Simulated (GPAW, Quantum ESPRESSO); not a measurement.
**O K-edge XANES of LaGaO3 (Pm-3m)**

Aim: the O K edge of LaGaO3 (Pm-3m) by two routes, a Lanczos recursion (XSpectra) and a sum over empty bands (GPAW), to see which features are robust.

Method: core-hole supercells, plane-wave PAW LDA, without spin-orbit coupling (first program; GPAW 26.7.0 follows as the second), in Quantum ESPRESSO 7.5.

### Step 1. The structure

The structure is cubic, space group Pm-3m (No. 221). Conventional cell: a = 3.913 Å, b = 3.913 Å, c = 3.913 Å, α = 90.00°, β = 90.00°, γ = 90.00°. Nearest to La lie 12 O at 2.77 Å. Ga has 6 O at 1.96 Å nearest. O has 2 Ga at 1.96 Å and 4 La at 2.77 Å nearest. Farther neighbours and most contacts between anions are not listed.

### Step 2. The field without a hole (Quantum ESPRESSO)

A plain self-consistent run shows whether there is a gap, which decides the set-up of the core-hole run.

The PAW data sets are made with ld1.x, with reconstruction data.

scf.in reads:

```
&control
   calculation='scf', prefix='x', pseudo_dir='../pp', outdir='tmp', tprnfor=.true.
/
&system
   ibrav=0, nat=5, ntyp=4, nbnd=26
   ecutwfc=75, ecutrho=560
   occupations='smearing', smearing='mv', degauss=0.015
/
&electrons
   conv_thr=5.0e-08, electron_maxstep=120
   mixing_beta=0.5
/
ATOMIC_SPECIES
La 1.0 La.lda-spfn-kjpaw.UPF
Ga 1.0 Ga.lda-dnl-kjpaw.UPF
O3 1.0 O.lda-n-kjpaw.UPF
O 1.0 O.lda-n-kjpaw.UPF
CELL_PARAMETERS angstrom
  3.91345600 0.00000000 0.00000000
  0.00000000 3.91345600 0.00000000
  0.00000000 0.00000000 3.91345600
ATOMIC_POSITIONS crystal
La   0.50000000 0.50000000 0.50000000
Ga   0.00000000 0.00000000 0.00000000
O3   0.50000000 0.00000000 0.00000000
O    0.00000000 0.00000000 0.50000000
O    0.00000000 0.50000000 0.00000000
K_POINTS automatic
7 7 7 0 0 0
```

Launch:

```
$ OMP_NUM_THREADS=1 mpirun --oversubscribe --bind-to none -np 8 pw.x -nk 8 -in scf.in > scf.out
```

Log:

```text
     [... banner and references ...]
using ibrav=0 with symmetry is DISCOURAGED, use correct ibrav instead

     G-vector sticks info
     --------------------

     Using Slab Decomposition

     bravais-lattice index     =            0
     lattice parameter (alat)  =       7.3954  a.u.
     unit-cell volume          =     404.4622 (a.u.)^3
     number of atoms/cell      =            5
     number of atomic types    =            4
     number of electrons       =        42.00
     number of Kohn-Sham states=           26
     kinetic-energy cutoff     =      75.0000  Ry
     charge density cutoff     =     560.0000  Ry
     scf convergence threshold =      5.0E-08
     mixing beta               =       0.5000
     number of iterations used =            8  plain     mixing
     Exchange-correlation= SLA  PZ   NOGX NOGC
                           (   1   1   0   0   0   0   0)

     celldm(1)=   7.395360  celldm(2)=   0.000000  celldm(3)=   0.000000
     celldm(4)=   0.000000  celldm(5)=   0.000000  celldm(6)=   0.000000

     crystal axes: (cart. coord. in units of alat)
               a(1) = (   1.000000   0.000000   0.000000 )
               a(2) = (   0.000000   1.000000   0.000000 )
               a(3) = (   0.000000   0.000000   1.000000 )

     reciprocal axes: (cart. coord. in units 2 pi/alat)
               b(1) = (  1.000000  0.000000  0.000000 )
               b(2) = (  0.000000  1.000000  0.000000 )
               b(3) = (  0.000000  0.000000  1.000000 )

     PseudoPot. #1 for La:     Pseudo is Projector augmented-wave + core cor, Zval = 11.0

     PseudoPot. #2 for Ga:     Pseudo is Projector augmented-wave + core cor, Zval = 13.0

     ../pp/O.lda-n-kjpaw.UPF
     Pseudo is Projector augmented-wave + core cor, Zval =  6.0
     Shape of augmentation charge: PSQ
     Using radial grid of 1095 points,  4 beta functions with:
                l(1) =   0
                l(2) =   0
                l(3) =   1
                l(4) =   1
     Q(r) pseudized with 0 coefficients

     ../pp/O.lda-n-kjpaw.UPF
     Pseudo is Projector augmented-wave + core cor, Zval =  6.0
     Shape of augmentation charge: PSQ
     Using radial grid of 1095 points,  4 beta functions with:
                l(1) =   0
                l(2) =   0
                l(3) =   1
                l(4) =   1
     Q(r) pseudized with 0 coefficients

     atomic species   valence    mass     pseudopotential
     La               11.00     1.00000     La( 1.00)
     Ga               13.00     1.00000     Ga( 1.00)
     O3                6.00     1.00000     O ( 1.00)
     O                 6.00     1.00000     O ( 1.00)

     16 Sym. Ops., with inversion, found

   Cartesian axes

     site n.     atom                  positions (alat units)
         1        La     tau(   1) = (   0.5000000   0.5000000   0.5000000  )
         2        Ga     tau(   2) = (   0.0000000   0.0000000   0.0000000  )
         3        O3     tau(   3) = (   0.5000000   0.0000000   0.0000000  )
         4        O      tau(   4) = (   0.0000000   0.0000000   0.5000000  )
         5        O      tau(   5) = (   0.0000000   0.5000000   0.0000000  )

     number of k points=    40  Marzari-Vanderbilt smearing, width (Ry)=  0.0150
                       cart. coord. in units 2pi/alat
        k(    1) = (   0.0000000   0.0000000   0.0000000), wk =   0.0058309
        k(    2) = (   0.0000000   0.0000000   0.1428571), wk =   0.0233236
        k(    3) = (   0.0000000   0.0000000   0.2857143), wk =   0.0233236
        k(    4) = (   0.0000000   0.0000000   0.4285714), wk =   0.0233236
        k(    5) = (   0.0000000   0.1428571   0.1428571), wk =   0.0233236
[...]
k(   38) = (   0.4285714   0.4285714   0.1428571), wk =   0.0932945
        k(   39) = (   0.4285714   0.2857143   0.2857143), wk =   0.0466472
        k(   40) = (   0.4285714   0.4285714   0.2857143), wk =   0.0932945

[...]
total energy              =    -840.40075577 Ry
     estimated scf accuracy    <       0.40221072 Ry

     iteration #  3     ecut=    75.00 Ry     beta= 0.50
     Davidson diagonalization with overlap
     ethr =  9.58E-04,  avg # of iterations =  2.0

     total energy              =    -840.41509095 Ry
     estimated scf accuracy    <       0.05820874 Ry

     iteration #  4     ecut=    75.00 Ry     beta= 0.50
     Davidson diagonalization with overlap
     ethr =  1.39E-04,  avg # of iterations =  5.2

     total energy              =    -840.46799672 Ry
     estimated scf accuracy    <       0.08554938 Ry

     iteration #  5     ecut=    75.00 Ry     beta= 0.50
     Davidson diagonalization with overlap
     ethr =  1.39E-04,  avg # of iterations =  1.6

     total energy              =    -840.45867322 Ry
     estimated scf accuracy    <       0.03041338 Ry

[...]
c_bands:  1 eigenvalues not converged
[...]
c_bands:  1 eigenvalues not converged
[...]
total energy              =    -840.47293958 Ry
[...]
iteration # 18     ecut=    75.00 Ry     beta= 0.50
     Davidson diagonalization with overlap
     ethr =  1.90E-10,  avg # of iterations = 10.3

     total energy              =    -840.47293977 Ry
     estimated scf accuracy    <       0.00000057 Ry

     iteration # 19     ecut=    75.00 Ry     beta= 0.50
     Davidson diagonalization with overlap
     ethr =  1.90E-10,  avg # of iterations =  1.9

     total energy              =    -840.47293963 Ry
     estimated scf accuracy    <       0.00000042 Ry

     iteration # 20     ecut=    75.00 Ry     beta= 0.50
     Davidson diagonalization with overlap
     ethr =  1.90E-10,  avg # of iterations =  6.7

     End of self-consistent calculation

          k = 0.0000 0.0000 0.0000 (  4385 PWs)   bands (ev):

   -19.7774  -6.7315  -5.3113  -5.3111  -3.2615  -3.2615  -3.2615  -1.4545
    -1.4545  -1.4545  -0.4248  -0.4248   6.5143   6.5144   6.5144   9.6771
     9.6771   9.6772  10.7021  10.7021  10.7021  14.2343  14.2343  14.2839
    15.0781  15.2728

          k = 0.0000 0.0000 0.1429 (  4449 PWs)   bands (ev):

   -19.7664  -6.7661  -5.3823  -5.3033  -3.2443  -3.2443  -3.0964  -1.4542
    -1.4536  -1.4536  -0.6158  -0.4224   6.4961   6.4962   6.6020   9.4208
[...]
15.0588  15.2435

          k = 0.0000 0.0000 0.2857 (  4432 PWs)   bands (ev):

[...]
15.1912  15.1919

          k = 0.0000 0.0000 0.4286 (  4428 PWs)   bands (ev):

[...]
15.1645  15.1645

          k = 0.0000 0.1429 0.1429 (  4435 PWs)   bands (ev):

[...]
15.1814  15.4119

[...]
k = 0.4286 0.4286 0.1429 (  4435 PWs)   bands (ev):

[...]
15.1296  15.1863

          k = 0.4286 0.2857 0.2857 (  4437 PWs)   bands (ev):

[...]
15.0673  15.1811

          k = 0.4286 0.4286 0.2857 (  4463 PWs)   bands (ev):

   -19.6459  -5.8798  -5.5999  -5.3907  -3.5504  -3.3160  -3.1535  -1.7641
    -1.5387  -1.4817  -1.4532  -1.4476   3.3894   8.2007   8.7996   8.8147
     9.5054  10.2199  10.4500  10.7362  10.8785  14.9245  14.9273  15.0253
    15.0884  15.2269

     the Fermi energy is    12.5447 ev

!    total energy              =    -840.47293966 Ry
     total all-electron energy =    -21306.077038 Ry
     estimated scf accuracy    <       0.00000003 Ry
     smearing contrib. (-TS)   =       0.00000000 Ry
     internal energy E=F+TS    =    -840.47293966 Ry

     The total energy is F=E-TS. E is the sum of the following terms:
     one-electron contribution =    -111.56896941 Ry
     hartree contribution      =      94.94844972 Ry
     xc contribution           =    -137.17302608 Ry
     ewald contribution        =    -237.98673365 Ry
     one-center paw contrib.   =    -448.69266024 Ry

     convergence has been achieved in  20 iterations

     Forces acting on atoms (cartesian axes, Ry/au):

     atom    1 type  1   force =     0.00000000    0.00000000    0.00000000
     atom    2 type  2   force =     0.00000000    0.00000000    0.00000000
     atom    3 type  3   force =     0.00000000    0.00000000    0.00000000
     atom    4 type  4   force =     0.00000000    0.00000000    0.00000000
     atom    5 type  4   force =     0.00000000    0.00000000    0.00000000

     Total force =     0.000000     Total SCF correction =     0.000000

     XML data file, charge density, pseudopotentials, collected wavefunctions

=------------------------------------------------------------------------------=
   JOB DONE.
=------------------------------------------------------------------------------=
```

Run time: 41 s. Hardware: 8 MPI ranks of Arm Neoverse V1, shared host; peak memory 0.25 GiB; 5.5 min of CPU time.

Absorbing atoms carry a label of their own (element plus a letter or digit), as the spectrum program needs them as separate species.

The mesh shows a gap of 3.34 eV, so the hole is first treated in a charged cell, without the excited electron.

### Step 3. Spectrum without a core hole, O atom 3 (Quantum ESPRESSO)

This cheap baseline ignores the attraction of the hole: it shows the absorber's empty states as they are in the ground state.

The absorber has 2 Ga at 1.96 Å (linear, site symmetry 4/mmm).

xspectra.in reads:

```
&input_xspectra
   calculation='xanes_dipole', edge='K'
   prefix='x', outdir='tmp', xiabs=3, xe0=12.5637
   xonly_plot=.false., x_save_file='xanes.sav'
   xniter=3000, xcheck_conv=20, xerror=0.005
   xcoordcrys=.false., xepsilon(1)=1, xepsilon(2)=0, xepsilon(3)=0
/
&plot
   xnepoint=413, xemin=-10, xemax=45, terminator=.true., cut_occ_states=.true.
   xgamma=0.4
/
&pseudos
   filecore='../O.wfc'
/
&cut_occ
   cut_desmooth=0.1, cut_stepl=0.05, cut_stepu=0.05, cut_ierror=1e-5
/
6 6 6 0 0 0
```

Launch:

```
$ OMP_NUM_THREADS=1 mpirun --oversubscribe --bind-to none -np 8 xspectra.x -nk 8 -in xspectra.in > xspectra.out
```

Log:

```text
     [... banner and references ...]
Reading input_file

     calculation: xanes_dipole

     xepsilon  [cartesian coordinates]:   1.000000   0.000000   0.000000

     xonly_plot: FALSE
        => complete calculation: Lanczos + spectrum plot

     filecore (core-wavefunction file): ../O.wfc

     main plot parameters:
        cut_occ_states: TRUE
        gamma_mode:  constant
        -> using xgamma [eV]:  0.40
        xemin [eV]: -10.00
        xemax [eV]:  45.00
        xnepoint:  413
        xe0 [eV]:  12.563700 (energy zero read in input file)

[...]
Results of STEP 1 successfully written in x_save_file
     x_save_file name:
     ->  xanes.sav
     x_save_file version:  2

     ... End STEP 1 ...

     ... Begin STEP 2 ...

     The spectrum is calculated using the following parameters:
        xe0 [eV]:   12.5637
        the occupied states are elimintate from the spectrum
        xemin [eV]: -10.00
        xemax [eV]:  45.00
        xnepoint:  413
        constant broadening parameter [eV]:    0.400
        Core level energy [eV]:  -543.1
         (from electron binding energy of neutral atoms in X-ray data booklet)

     Cross-section successfully written in xanes.dat

     ... End STEP 2 ...

                                END JOB XSpectra
```

Elapsed: 70 s, on 8 MPI ranks; peak memory 0.2 GiB.

The O K spectrum, O atom 3, no core hole (energy from the lowest empty level; intensity scaled to a mean of 1 over the first 20 eV; the points at xe0, where the cut of filled states can leave a spike, are interpolated):

```tsv
E (eV)	intensity
-2.00	0.05
-1.25	0.07
-0.50	0.10
0.25	0.24
1.00	0.61
1.75	0.62
2.50	1.14
3.25	1.64
4.00	2.14
4.75	1.49
5.50	0.79
6.25	0.64
7.00	0.74
7.75	1.05
8.50	1.17
9.25	1.73
10.00	1.69
10.75	1.48
11.50	1.47
12.25	1.56
13.00	1.19
13.75	0.82
14.50	0.53
15.25	0.40
16.00	0.35
16.75	0.47
17.50	0.66
18.25	0.69
19.00	0.82
19.75	0.69
20.50	0.48
21.25	0.42
22.00	0.44
22.75	0.35
23.50	0.40
24.25	0.46
25.00	0.59
25.75	0.41
26.50	0.37
27.25	0.44
28.00	0.52
28.75	0.75
29.50	0.74
30.25	0.79
31.00	0.87
31.75	1.15
```

Main maxima below 24 eV (height): 4.1 eV (2.19), 9.7 eV (1.78), 11.0 eV (1.61), 12.0 eV (1.67), 19.2 eV (0.84) and 21.7 eV (0.47). A K edge sees empty p states on the absorber.

### Step 4. Another broadening

The final state's lifetime shortens with energy, so measured features broaden above the edge; the saved Lanczos coefficients are redrawn with a width that grows.

xspectra_plot.in reads:

```
&input_xspectra
   calculation='xanes_dipole', edge='K'
   prefix='x', outdir='tmp', xiabs=3, xe0=12.5637
   xonly_plot=.true., x_save_file='xanes.sav'
   xniter=3000, xcheck_conv=20, xerror=0.005
   xcoordcrys=.false., xepsilon(1)=1, xepsilon(2)=0, xepsilon(3)=0
/
&plot
   xnepoint=413, xemin=-10, xemax=45, terminator=.true., cut_occ_states=.true.
   gamma_mode='variable', gamma_energy(1)=4, gamma_energy(2)=25, gamma_value(1)=0.3, gamma_value(2)=2.5
/
&pseudos
   filecore='../O.wfc'
/
&cut_occ
   cut_desmooth=0.1, cut_stepl=0.05, cut_stepu=0.05, cut_ierror=1e-5
/
6 6 6 0 0 0
```

Launch:

```
$ OMP_NUM_THREADS=1 xspectra.x -in xspectra_plot.in > xspectra_plot.out
```

Log:

```text
     [... banner and references ...]
Reading input_file
     -------------------------------------------------------------------------

     calculation: xanes_dipole

     xonly_plot: TRUE
        => only the spectrum plot

     main plot parameters:
        cut_occ_states: TRUE
        gamma_mode:  variable
        -> first, constant up to point ( 4.00, 0.30) [eV]
        -> then, linear up to point (25.00, 2.50) [eV]
        -> finally, constant up to xemax
        xemin [eV]: -10.00
        xemax [eV]:  45.00
        xnepoint:  413
[...]
xemin [eV]: -10.00
        xemax [eV]:  45.00
        xnepoint:  413
        energy-dependent broadening parameter:
         -> first, constant up to point ( 4.00, 0.30) [eV]
         -> then, linear up to point (25.00, 2.50) [eV]
         -> finally, constant up to xemax
        Core level energy [eV]:  -543.1
         (from electron binding energy of neutral atoms in X-ray data booklet)

     Cross-section successfully written in xanes.dat

     -------------------------------------------------------------------------
                                END JOB XSpectra
     -------------------------------------------------------------------------
[key lines of the parts left out:]
Fermi level [eV]:  10.8931
```

The job ended after 4.8 s (1 MPI rank; peak memory 0.05 GiB).

With a Lorentzian half width 0.3 eV up to 4 eV, rising linearly to 2.5 eV at 25 eV (counted from xe0, 1.7 eV below the zero used here), the maxima are 1.0 eV (0.69), 4.1 eV (2.10) and 9.6 eV (1.48).

### Step 5. Reference energy of the supercell (Quantum ESPRESSO)

The photon energy needs a difference of total energies, so the cell and mesh of the coming hole run are first run without a hole.

scf.in reads:

```
&control
   calculation='scf', prefix='x', pseudo_dir='../pp', outdir='tmp', tprnfor=.true.
/
&system
   ibrav=0, nat=20, ntyp=3, nbnd=88
   ecutwfc=75, ecutrho=560
   occupations='fixed'
/
&electrons
   conv_thr=2.0e-07, electron_maxstep=120
   mixing_beta=0.5
/
ATOMIC_SPECIES
La 1.0 La.lda-spfn-kjpaw.UPF
Ga 1.0 Ga.lda-dnl-kjpaw.UPF
O 1.0 O.lda-n-kjpaw.UPF
CELL_PARAMETERS angstrom
  3.91345600 3.91345600 3.91345600
  -3.91345600 3.91345600 -3.91345600
  -3.91345600 3.91345600 3.91345600
ATOMIC_POSITIONS crystal
La   0.50000000 0.00000000 0.00000000
La   0.00000000 0.50000000 0.00000000
La   0.50000000 0.50000000 0.50000000
La   0.00000000 0.00000000 0.50000000
Ga   0.00000000 0.00000000 0.00000000
Ga   0.50000000 0.50000000 0.00000000
Ga   0.00000000 0.50000000 0.50000000
Ga   0.50000000 0.00000000 0.50000000
O    0.25000000 0.00000000 0.75000000
O    0.75000000 0.50000000 0.75000000
O    0.25000000 0.50000000 0.25000000
O    0.75000000 0.00000000 0.25000000
O    0.00000000 0.75000000 0.25000000
O    0.50000000 0.25000000 0.25000000
O    0.00000000 0.25000000 0.75000000
O    0.50000000 0.75000000 0.75000000
O    0.25000000 0.25000000 0.00000000
O    0.75000000 0.75000000 0.00000000
O    0.25000000 0.75000000 0.50000000
O    0.75000000 0.25000000 0.50000000
K_POINTS automatic
3 3 3 0 0 0
```

Launch:

```
$ OMP_NUM_THREADS=1 mpirun --oversubscribe --bind-to none -np 8 pw.x -nk 4 -in scf.in > scf.out
```

Log:

```text
     [... banner and references ...]
[banner, memory and clock lines left out]
Found identity + (  0.5000 -0.5000 -0.0000) symmetry
     This is a supercell, fractional translations are disabled
     using ibrav=0 with symmetry is DISCOURAGED, use correct ibrav instead

     bravais-lattice index     =            0
     lattice parameter (alat)  =      12.8091  a.u.
     unit-cell volume          =    1617.8489 (a.u.)^3
     number of atoms/cell      =           20
[...]
atom    2 type  1   force =     0.00000000    0.00000000   -0.00000000
     atom    3 type  1   force =    -0.00000000   -0.00000000   -0.00000000
[...]
atom   19 type  3   force =    -0.00000000   -0.00000000    0.00000000
     atom   20 type  3   force =     0.00000000    0.00000000   -0.00000000

     Total force =     0.000001     Total SCF correction =     0.000048
     SCF correction compared to forces is large: reduce conv_thr to get better values

     XML data file, charge density, pseudopotentials, collected wavefunctions
[key lines of the parts left out:]
!    total energy              =   -3361.89169697 Ry
convergence has been achieved in  24 iterations
```

It took 2.5 min on 8 MPI ranks; peak memory 0.61 GiB; 20 min of CPU time.

Reference energy: -1159535.782 eV with the cores included.

(Continued in part 2 of 4.)

[Banner, clock and machine lines of the logs are left out without a mark of their own.]

[Logs are printed without paths, hosts, clocks, repeated set-up lines and the standing remarks that a program may print on its own settings, such as how far it seeks lower states.]

[Hosts, paths, dates, database ids (printed as entryN), source tags and the programs' standing remarks are cut or masked in the printed files.]

[Lists of maxima count a maximum above −3 eV only where it reaches 4 % of the highest in the window and stands out from its surroundings by 2 % of it (1.5 % where it reaches 55 %); shoulders and weaker maxima are passed over, and of the rest the first, up to two pre-edge ones and the few strongest are named.]
